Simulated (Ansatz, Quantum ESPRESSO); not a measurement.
# Conductance against width: vacuum gaps between two Cu(100) faces, part 3 of 6

How fast does transmission decay with width? The series: vacuum gaps between two Cu(100) faces.

Quantum ESPRESSO 7.5; plane-wave DFT, PBE, PseudoDojo norm-conserving pseudopotentials; cross-check by Ansatz 0.2.0 with PAW datasets.

So far. Step 2 (Ground state, 3 Å): The run needed 11 iterations to bring the estimated error under 1e-07 Ry; the largest force on any atom, held or free, is 0.42 eV/Å.

In doubt: a PseudoDojo file used here is known to give poor structures and forces (steps 5, 6), which bears on pressures, cells, forces and phonons.

### Step 4. The same in Ansatz, 3 Å

As a check, the same structure is run in Ansatz.

Level of this step: plane-wave DFT, PBE, Ansatz PAW (Ansatz 0.2.0).

The input, input.yaml:

```yaml
crystal:
  lattice:
    - [2.5738686835, 0.0, 0.0]
    - [0.0, 2.5738686835, 0.0]
    - [0.0, 0.0, 23.02]
  atoms:
    - { symbol: Cu, position: [0.0, 0.0, 0.0] }
    - { symbol: Cu, position: [0.5, 0.5, 0.0790616855] }
    - { symbol: Cu, position: [0.0, 0.0, 0.158123371] }
    - { symbol: Cu, position: [0.5, 0.5, 0.2371850565] }
    - { symbol: Cu, position: [0.0, 0.0, 0.316246742] }
    - { symbol: Cu, position: [0.5, 0.5, 0.3953084275] }
    - { symbol: Cu, position: [0.0, 0.0, 0.5256298871] }
    - { symbol: Cu, position: [0.5, 0.5, 0.6046915725] }
    - { symbol: Cu, position: [0.0, 0.0, 0.683753258] }
    - { symbol: Cu, position: [0.5, 0.5, 0.7628149435] }
    - { symbol: Cu, position: [0.0, 0.0, 0.841876629] }
    - { symbol: Cu, position: [0.5, 0.5, 0.9209383145] }
kpoints:
  mp_grid: { grid: [9, 9, 1] }
hamiltonian:
  xc: pbe
scf:
  occupations: { method: fermi_dirac, width: 0.1 }
  convergence: { dr2_threshold: 1.0e-08 }
output:
  transmission: { leads: [[0, 2]], e_range: [-0.4, 0.4], de: 0.4, kmesh: [16, 16] }
  write_potential: true
  write_density: true
  volumetric_format: npy
  elf: true
```

Started as:

```sh
$ ansatz run input.yaml --threads 4 --pin off --max-ram 10240MiB --backend cpu --events-out ev --progress --plain --runs-dir out
```

Numbers of over 12 decimals in the logs are rounded to 6 here.

Log:

```text
Engine: ansatz 0.2.0, aarch64-unknown-linux-gnu
Pseudopotentials: kind: paw
Pseudopotential: Cu, paw, valence charge 19, recommended cutoff 420 eV (normal), Cu.paw.azcp
Functional definition: PBE
  parameter kappa = 0.804
  parameter beta = 0.066725
  exchange = pbe_x(kappa = kappa, mu = beta*pi^2/3)
  correlation = pbe_c(beta = beta)
Crystal: 12 atoms, lattice volume = 152.503 Å³
Basis set: ecut = 420 eV, 3001 PW (Γ)
Bands: 137, of which v1, the nominal top of the filled ones, is band 114 counted from 1 (113 counted from 0)
Symmetry: 16 space group operations
Space group: P4/nmm (ITA 129), of the structure as read, at distance tolerance 5.3e-5 Å
k-points: 15 of 81
Non-local potential: Cu, projectors of the file, l = 0: 3, l = 1: 2, l = 2: 3, l = 3: 1
PAW form: soft (Blöchl's): semilocal exchange-correlation on the pseudo side does not see the compensation charge
PAW one-centre angular grid: Cu, 590 points (default); XC on 64 Gauss nodes
Initial density: superposition of atomic densities (neutral atoms: chi_scale 0, normalization atom), corrected by the library's trained network
Initial wavefunctions: pseudopotential atomic-orbital guess
Functional: x = pbe(κ = 0.804, μ = 0.219515), c = pbe(β = 0.066725)
SCF iter   1: F=—  HF=-79501.368582 eV  |F-HF|=—  |Δ(HF+E_count)|=         —  Δρ=2.88e-3  dr2=2.09e-1  ethr=1.77e-3  ⟨swp⟩=4.9  Hψ=6306  notcnv=0  defer=101
preconditioner: auto → LDOS  [metal: Δε(μ)=0.133 eV  Ē_g=9.806 eV  σ=0.100 eV  W_gap=0.29  n_scr=64 (ndim 8)  ℏωp=34.5 eV  f_vac=0.029  D(μ)=3.75/eV (n_scr^D=14)  β→1.0]
SCF iter   2: F=—  HF=-79501.365182 eV  |F-HF|=—  |Δ(HF+E_count)|=   3.40e-3  Δρ=2.60e-3  dr2=6.98e-3  ethr=9.15e-5  ⟨swp⟩=1.3  Hψ=2381  notcnv=0  defer=116
SCF iter   3: F=—  HF=-79501.365072 eV  |F-HF|=—  |Δ(HF+E_count)|=   1.10e-4  Δρ=2.31e-3  dr2=5.21e-3  ethr=3.06e-6  ⟨swp⟩=2.1  Hψ=3499  notcnv=0  defer=116
SCF iter   4: F=—  HF=-79501.364155 eV  |F-HF|=—  |Δ(HF+E_count)|=   9.17e-4  Δρ=3.51e-4  dr2=1.53e-4  ethr=2.28e-6  ⟨swp⟩=2.0  Hψ=2921  notcnv=0  defer=116
SCF iter   5: F=—  HF=-79501.364116 eV  |F-HF|=—  |Δ(HF+E_count)|=   3.91e-5  Δρ=1.77e-4  dr2=3.09e-5  ethr=6.69e-8  ⟨swp⟩=2.2  Hψ=3086  notcnv=0  defer=116
SCF iter   6: F=—  HF=-79501.364105 eV  |F-HF|=—  |Δ(HF+E_count)|=   1.02e-5  Δρ=5.96e-5  dr2=4.12e-6  ethr=1.36e-8  ⟨swp⟩=2.0  Hψ=3459  notcnv=0  defer=116
SCF iter   7: F=—  HF=-79501.364088 eV  |F-HF|=—  |Δ(HF+E_count)|=   1.74e-5  Δρ=1.85e-5  dr2=5.23e-7  ethr=1.81e-9  ⟨swp⟩=2.0  Hψ=2664  notcnv=0  defer=116
SCF iter   8: F=—  HF=-79501.364088 eV  |F-HF|=—  |Δ(HF+E_count)|=   2.04e-8  Δρ=8.88e-6  dr2=1.56e-7  ethr=2.29e-10  ⟨swp⟩=2.2  Hψ=2830  notcnv=0  defer=116
SCF iter   9: F=—  HF=-79501.364088 eV  |F-HF|=—  |Δ(HF+E_count)|=   7.97e-9  Δρ=2.19e-6  dr2=1.23e-8  ethr=6.84e-11  ⟨swp⟩=2.1  Hψ=2629  notcnv=0  defer=116
SCF iter  10: F=-79501.364088 eV  HF=-79501.364088 eV  |F-HF|=3.41e-9  |Δ(HF+E_count)|=  7.57e-10  Δρ=1.90e-6  dr2=4.30e-9  ethr=4.39e-12  ⟨swp⟩=7.1  Hψ=6669  notcnv=0
SCF 1 converged in 10 iterations: F = -79501.364088 eV  dr2 = 4.30e-9
  greatest PAW one-centre occupation: 1.000 electrons in one spin orbital (limit 2), on the Cu atom at site 6 (counted from 0), in its partial waves of l = 0
transmission: 133 of 1305 steps passed
transmission: 261 of 1305 steps passed
[...]
transmission: 1305 of 1305 steps passed
SCF converged after 10 iterations
Free energy (F): -79501.364088 eV
Harris-Foulkes:  -79501.364088 eV  (|F-HF|=3.41e-9)
Internal energy: -79501.242334 eV  (E = F + TS)
E sigma→0 (E₀):  -79501.303211 eV
Entropy (-TS):   -0.121754 eV (-10.146 meV/atom)
Fermi energy:    15.305617 eV
--- Per-component energies (eV) ---
  E_band       = -4626.424140
  E_kinetic    = 3594.050172
  E_local      = -57068.920434  (includes V_loc(G=0)·N_el)
  E_nonlocal   = 4687.238276
  E_hartree    = 25490.363127
  E_xc         = -1069.864098
  E_vxc        = -1380.261193  (∫ρ·V_xc dr)
  E_paw        = -19963.722572  (= ΣΔE_a)
  E_vpaw       = -5439.253735  (= ΣTr[D̂ρ^β])
  E_aug_tail   = 0.003331  (compensation charges beyond the density's cutoff)
  E_ewald      = -35170.390136
  E_smearing   = -0.121754  (= −TS)
  E_closure    = 0.000000  (closes the sum)
  Σ components = -79501.364088   (vs F -79501.364088, Δ=0.00e0)
--- Band table (eV; the first three rows and the last of 15) ---
  k-point 0: bands = [... 110 lower, 13.7161, 13.7992, 13.7992, 13.8460, 13.8460, 13.8466, 13.8512, 14.8371, ... 19 higher]
  k-point 1: bands = [... 110 lower, 13.7440, 13.7488, 13.7790, 13.8478, 13.8540, 14.0025, 14.0107, 15.5364, ... 19 higher]
  k-point 2: bands = [... 110 lower, 13.6879, 13.7234, 13.7303, 13.8222, 13.8307, 14.6650, 14.8256, 16.6888, ... 19 higher]
  k-point 14: bands = [... 110 lower, 17.0383, 17.2429, 17.7428, 17.9464, 18.2613, 18.4618, 19.2436, 19.6533, ... 19 higher]
--- Transmission ---
  basis      : 61 plane waves across, 29 finite elements along
  points     : 45, standing for a mesh of 16 x 16
  energies   : 3 from -0.400000 to 0.400000 eV about the Fermi level, 0.400000 eV apart; the leads are filled to 0.000000 eV, and channels, transmission and decay are at 0.000000 eV
  crystal 0  : Cu2, at the sites [0, 2], period 3.6400 Å, over 21.84 Å; its Hamiltonian steps by up to 8.0 meV
    offset         : up to 0.0000 Å between an atom of the period and one for which it stands
    channels       : 9.257812e-1 a spin
    conductance    : none, the energies end too early or step too widely for 300 K: set another output.transmission.e_range or a lower de, or, where they end at an eighth of basis.ecutwfc, a higher one
    slowest decay  : 0.1651 /Å at (0.4375, 0.4375)
  junction   : crystal 0 to crystal 0, -0.21 to 19.17 Å
    transmission   : 5.656441e-1 a spin
    conductance    : none, the energies end too early or step too widely for 300 K: set another output.transmission.e_range or a lower de, or, where they end at an eighth of basis.ecutwfc, a higher one
```

Run time: 28 s. Hardware: 4 threads of Arm Neoverse N1, shared host; peak memory 0.77 GiB.

Numbers from this step:

| Item | Value |
| --- | --- |
| free energy | -79501.3641 eV |
| energy at zero smearing | -79501.3032 eV |
| smearing term TS | 0.1218 eV |
| Fermi energy | 15.31 eV |
| symmetry operations | 16 |
| transmission at the Fermi level, one spin | 0.5656 |
| step of the lead's Hamiltonian over a period | 8 meV |

Per spin; mean over the k mesh across the current. The transmission, zone mean by energy, zero at the Fermi level:

```
energy (eV)  transmission, zone mean
     -0.400                    0.531
      0.000                    0.566
      0.400                    0.602
```

Per spin; mean over the k mesh across the current. Open channels, zone mean against energy, zero at the Fermi level:

```
energy (eV)  open channels, zone mean
     -0.400                     0.879
      0.000                     0.926
      0.400                     0.941
```

Electrostatic potential energy in the ca plane at fractional y = 0.000, with atoms of Cu within 0.2 Å of it. With pseudopotentials it is smooth inside the atoms' cores, unlike the true potential.

Ten even steps from '0' (-40 eV) to '9' (19 eV), each cell a mean:
```
00379999720038999999983002799998300279999830
22589999852268999999996325899999632589999863
77899999987789999999998778999999877899999987
99999999999999999999999999999999999999999999
88999999998899999999999889999999988999999998
44799999974479999999997546999999754699999974
00389999830048999999984103799998410379999840
00279999720027999999983001699998200169999720
```
Columns run along c (16.0 Å, from fractional 0.15 to 0.85 of the cell; values clipped at the 3rd and 97th percentile), rows up along a (2.6 Å). Atoms in or near the plane, at fractional coordinates: Cu at (0.16, 0.00), Cu at (0.32, 0.00), Cu at (0.53, 0.00), Cu at (0.68, 0.00), Cu at (0.84, 0.00).

ELF in the ca plane at fractional y = 0.000, with atoms of Cu within 0.2 Å of it. It is the smooth field of the valence electrons, not physical close to the nuclei.

Ten even steps from '0' (0.12) to '9' (0.84), each cell a mean:
```
66201111026610111100001672011110167201111016
22001111002200111100000121011110012101111002
00012112100001211110000000111111000012111100
11122112211112211110001111221112111122112211
00122112210012211110000001121112100112112210
11011111101101111100000110111111011001111101
54101111014410111100001451011110145101111014
99201111039920111100002893001110289300111028
```
Columns run along c (16.0 Å, from fractional 0.15 to 0.85 of the cell), rows up along a (2.6 Å). Atoms in or near the plane, at fractional coordinates: Cu at (0.16, 0.00), Cu at (0.32, 0.00), Cu at (0.53, 0.00), Cu at (0.68, 0.00), Cu at (0.84, 0.00).

Ansatz finds T = 0.566 against pwcond's 0.564.

### Step 5. SCF with pw.x, 4 Å

Level of this step: plane-wave DFT, PBE, PseudoDojo norm-conserving pseudopotentials (Quantum ESPRESSO 7.5).

The input, j1.scf.in:

```
&control
  prefix = 'j1.scf'
  outdir = './out'
  pseudo_dir = './pseudo'
  calculation = 'scf'
  tprnfor = .true.
/
&system
  ibrav = 0
  nat = 12
  ntyp = 1
  ecutwfc = 84
  ecutrho = 336
  occupations = 'smearing'
  smearing = 'mv'
  degauss = 0.01
/
&electrons
  conv_thr = 1e-07
  mixing_beta = 0.25
  electron_maxstep = 120
  mixing_mode = 'local-TF'
/
ATOMIC_SPECIES
  Cu  63.5460  Cu.dojo-sr-pbe-0.4.1-standard.upf
CELL_PARAMETERS angstrom
  2.57386868351903 0.00000000000000 0.00000000000000
  0.00000000000000 2.57386868351903 0.00000000000000
  0.00000000000000 0.00000000000000 24.02000000000000
ATOMIC_POSITIONS crystal
  Cu  0.000000000000 0.000000000000 0.000000000000
  Cu  0.500000000000 0.500000000000 0.075770191507
  Cu  0.000000000000 0.000000000000 0.151540383014
  Cu  0.500000000000 0.500000000000 0.227310574521
  Cu  0.000000000000 0.000000000000 0.303080766028
  Cu  0.500000000000 0.500000000000 0.378850957535
  Cu  0.000000000000 0.000000000000 0.545378850958
  Cu  0.500000000000 0.500000000000 0.621149042465
  Cu  0.000000000000 0.000000000000 0.696919233972
  Cu  0.500000000000 0.500000000000 0.772689425479
  Cu  0.000000000000 0.000000000000 0.848459616986
  Cu  0.500000000000 0.500000000000 0.924229808493
K_POINTS automatic
  9 9 1 0 0 0
```

Started as:

```sh
$ OMP_NUM_THREADS=1 mpirun -n 4 pw.x -nk 4 -in j1.scf.in > j1.scf.out
```

Log:

```text
[banner, memory and clock lines left out]
Program PWSCF v.7.5 starts
[...]
Message from routine setup:
[...]
number of electrons       =       228.00
     number of Kohn-Sham states=          137
     kinetic-energy cutoff     =      84.0000  Ry
     charge density cutoff     =     336.0000  Ry
[...]
number of k points=    15  Marzari-Vanderbilt smearing, width (Ry)=  0.0100
[...]
Dense  grid:   111569 G-vectors     FFT dimensions: (  30,  30, 270)
[...]
Starting wfcs are  120 randomized atomic wfcs +   17 random wfcs
[...]
estimated scf accuracy    <       2.93849576 Ry
[...]
estimated scf accuracy    <       1.09677184 Ry
[...]
estimated scf accuracy    <       0.06346039 Ry
[...]
estimated scf accuracy    <       0.02298326 Ry
[...]
estimated scf accuracy    <       0.00075076 Ry
[...]
estimated scf accuracy    <       0.00035193 Ry
[...]
estimated scf accuracy    <       0.00003039 Ry
[...]
estimated scf accuracy    <       0.00001870 Ry
[...]
estimated scf accuracy    <       0.00000244 Ry
[...]
estimated scf accuracy    <       0.00000026 Ry
[...]
the Fermi energy is    15.0676 ev
!    total energy              =   -4550.50680424 Ry
     estimated scf accuracy    <       0.00000007 Ry
     smearing contrib. (-TS)   =      -0.00073508 Ry
     internal energy E=F+TS    =   -4550.50606915 Ry
[...]
one-electron contribution =   -4293.54180522 Ry
     hartree contribution      =    2263.91779899 Ry
     xc contribution           =    -559.60666853 Ry
     ewald contribution        =   -1961.27539439 Ry
     convergence has been achieved in  11 iterations
[...]
Total force =     0.017177     Total SCF correction =     0.001905
[...]
```

Wall time 5.3 min (4 MPI ranks); peak memory 1.7 GiB; 21 min of CPU time.

Read from the output:

* free energy: -61912.7991 eV
* Fermi energy: 15.07 eV

### Step 6. Transmission with pwcond.x, 4 Å

The input, j1.cond.in:

```
&inputcond
  outdir = './out'
  prefixt = 'j1.scf'
  tran_file = 'j1.cond.dat'
  bdl = 2.8284271247
  bds = 9.3322554308
  ikind = 1
  ewind = 4.0
  epsproj = 1e-05
  nz1 = 7
  energy0 = 0.4
  denergy = -0.4
/
45
  0.00000000 0.00000000 0.00390625
  0.00000000 0.06250000 0.01562500
  0.00000000 0.12500000 0.01562500
  0.00000000 0.18750000 0.01562500
  0.00000000 0.25000000 0.01562500
  0.00000000 0.31250000 0.01562500
  0.00000000 0.37500000 0.01562500
  0.00000000 0.43750000 0.01562500
  0.00000000 0.50000000 0.00781250
  0.06250000 0.06250000 0.01562500
  0.06250000 0.12500000 0.03125000
  0.06250000 0.18750000 0.03125000
  0.06250000 0.25000000 0.03125000
  0.06250000 0.31250000 0.03125000
  0.06250000 0.37500000 0.03125000
  0.06250000 0.43750000 0.03125000
  0.06250000 0.50000000 0.01562500
  0.12500000 0.12500000 0.01562500
  0.12500000 0.18750000 0.03125000
  0.12500000 0.25000000 0.03125000
  0.12500000 0.31250000 0.03125000
  0.12500000 0.37500000 0.03125000
  0.12500000 0.43750000 0.03125000
  0.12500000 0.50000000 0.01562500
  0.18750000 0.18750000 0.01562500
  0.18750000 0.25000000 0.03125000
  0.18750000 0.31250000 0.03125000
  0.18750000 0.37500000 0.03125000
  0.18750000 0.43750000 0.03125000
  0.18750000 0.50000000 0.01562500
  0.25000000 0.25000000 0.01562500
  0.25000000 0.31250000 0.03125000
  0.25000000 0.37500000 0.03125000
  0.25000000 0.43750000 0.03125000
  0.25000000 0.50000000 0.01562500
  0.31250000 0.31250000 0.01562500
  0.31250000 0.37500000 0.03125000
  0.31250000 0.43750000 0.03125000
  0.31250000 0.50000000 0.01562500
  0.37500000 0.37500000 0.01562500
  0.37500000 0.43750000 0.03125000
  0.37500000 0.50000000 0.01562500
  0.43750000 0.43750000 0.01562500
  0.43750000 0.50000000 0.01562500
  0.50000000 0.50000000 0.00390625
3
```

Started as:

```sh
$ OMP_NUM_THREADS=1 mpirun -n 4 pwcond.x -in j1.cond.in > j1.cond.out
```

Log:

```text
[banner, memory and clock lines left out]
Program PWCOND v.7.5 starts
[citation notice left out]

[...]
./out/j1.scf.save/

     IMPORTANT: XC functional enforced from input :
     Exchange-correlation= PBE
                           (   1   4   3   4   0   0   0)
     Any further DFT definition will be discarded
     Please, verify this is what you really want

     Reading collected, re-writing distributed wavefunctions

===== INPUT FILE containing all the regions =====

     GEOMETRY:

     lattice parameter (alat)  =       4.8639  a.u.
[...]
Nchannels of the left tip =            0
 Right moving states:
   k1(2pi/a)   k2(2pi/a)   E-Ef (eV)
 Left moving states:
   k1(2pi/a)   k2(2pi/a)   E-Ef (eV)

 to transmit
          E-Ef(ev), T =    0.0000000   0.0000000
---  E-Ef =   -0.4000000  k =    0.5000000   0.5000000
---  ie =          3  ik =         45
 Nchannels of the left tip =            0
 Right moving states:
   k1(2pi/a)   k2(2pi/a)   E-Ef (eV)
 Left moving states:
   k1(2pi/a)   k2(2pi/a)   E-Ef (eV)

 to transmit
          E-Ef(ev), T =   -0.4000000   0.0000000
   T_tot     0.40000      0.47273E+00
   T_tot     0.00000      0.40634E+00
   T_tot    -0.40000      0.34703E+00

[...]
```

The job ended after 6 min (4 MPI ranks; peak memory 0.24 GiB).

This step gave:

```
transmission at the Fermi level, one spin : 0.2032
conductance                               : 0.2032 G₀
```

Per spin; mean over the k mesh across the current. Transmission, zone mean against energy, zero at the Fermi level:

```
energy (eV)  transmission, zone mean
     -0.400                    0.174
      0.000                    0.203
      0.400                    0.236
```

T goes from 0.564 to 0.203, a factor of 2.8.

### Step 7. The same in Ansatz, 4 Å

Level of this step: plane-wave DFT, PBE, Ansatz PAW (Ansatz 0.2.0).

input.yaml, the sections that differ from step 4:

```yaml
crystal:
  lattice:
    - [2.5738686835, 0.0, 0.0]
    - [0.0, 2.5738686835, 0.0]
    - [0.0, 0.0, 24.02]
  atoms:
    - { symbol: Cu, position: [0.0, 0.0, 0.0] }
    - { symbol: Cu, position: [0.5, 0.5, 0.0757701915] }
    - { symbol: Cu, position: [0.0, 0.0, 0.151540383] }
    - { symbol: Cu, position: [0.5, 0.5, 0.2273105745] }
    - { symbol: Cu, position: [0.0, 0.0, 0.303080766] }
    - { symbol: Cu, position: [0.5, 0.5, 0.3788509575] }
    - { symbol: Cu, position: [0.0, 0.0, 0.545378851] }
    - { symbol: Cu, position: [0.5, 0.5, 0.6211490425] }
    - { symbol: Cu, position: [0.0, 0.0, 0.696919234] }
    - { symbol: Cu, position: [0.5, 0.5, 0.7726894255] }
    - { symbol: Cu, position: [0.0, 0.0, 0.848459617] }
    - { symbol: Cu, position: [0.5, 0.5, 0.9242298085] }
# kpoints, hamiltonian, scf, output: as in step 4
```

Started as:

```sh
$ ansatz run input.yaml --threads 4 --pin off --max-ram 10240MiB --backend cpu --events-out ev --progress --plain --runs-dir out
```

Log:

```text
[...]
Crystal: 12 atoms, lattice volume = 159.128 Å³
Basis set: ecut = 420 eV, 3141 PW (Γ)
Bands: 137, of which v1, the nominal top of the filled ones, is band 114 counted from 1 (113 counted from 0)
Symmetry: 16 space group operations
[...]
k-points: 15 of 81
[...]
k-point 14: bands = [... 110 lower, 16.3040, 16.4428, 16.9046, 17.0638, 17.5257, 17.7788, 18.3541, 18.7272, ... 19 higher]
--- Transmission ---
  basis      : 61 plane waves across, 31 finite elements along
  points     : 45, standing for a mesh of 16 x 16
[...]
channels       : 9.257812e-1 a spin
[...]
slowest decay  : 0.1662 /Å at (0.4375, 0.4375)
  junction   : crystal 0 to crystal 0, -0.21 to 20.17 Å
    transmission   : 2.033691e-1 a spin
[...]
[key lines of the parts left out:]
SCF converged after 10 iterations
Free energy (F): -79501.033437 eV
Fermi energy:    14.484757 eV
```

Run time: 28 s. Hardware: 4 threads; peak memory 0.79 GiB; 1.7 min of CPU time.

This step gave:

```
free energy                                  : -79501.0334 eV
energy at zero smearing                      : -79500.9758 eV
smearing term TS                             : 0.1154 eV
Fermi energy                                 : 14.48 eV
transmission at the Fermi level, one spin    : 0.2034
step of the lead's Hamiltonian over a period : 14.8 meV
```

Per spin; mean over the k mesh across the current. Transmission, zone mean against energy, zero at the Fermi level:

```
energy (eV)  transmission, zone mean
     -0.400                    0.173
      0.000                    0.203
      0.400                    0.240
```

Ansatz finds T = 0.203 against pwcond's 0.203.

(Part 3 of 6 ends here.)

[Logs are printed without paths, hosts, clocks, repeated set-up lines and the standing remarks that a program may print on its own settings, such as how far it seeks lower states.]

[Hosts, paths, dates, database ids (printed as entryN), source tags and the programs' standing remarks are cut or masked in the printed files.]

[Maps of the electrostatic potential energy from Ansatz leave out the sawtooth potential of an applied field or a dipole correction, so their vacuum need not be flat; planar profiles and work functions include it.]
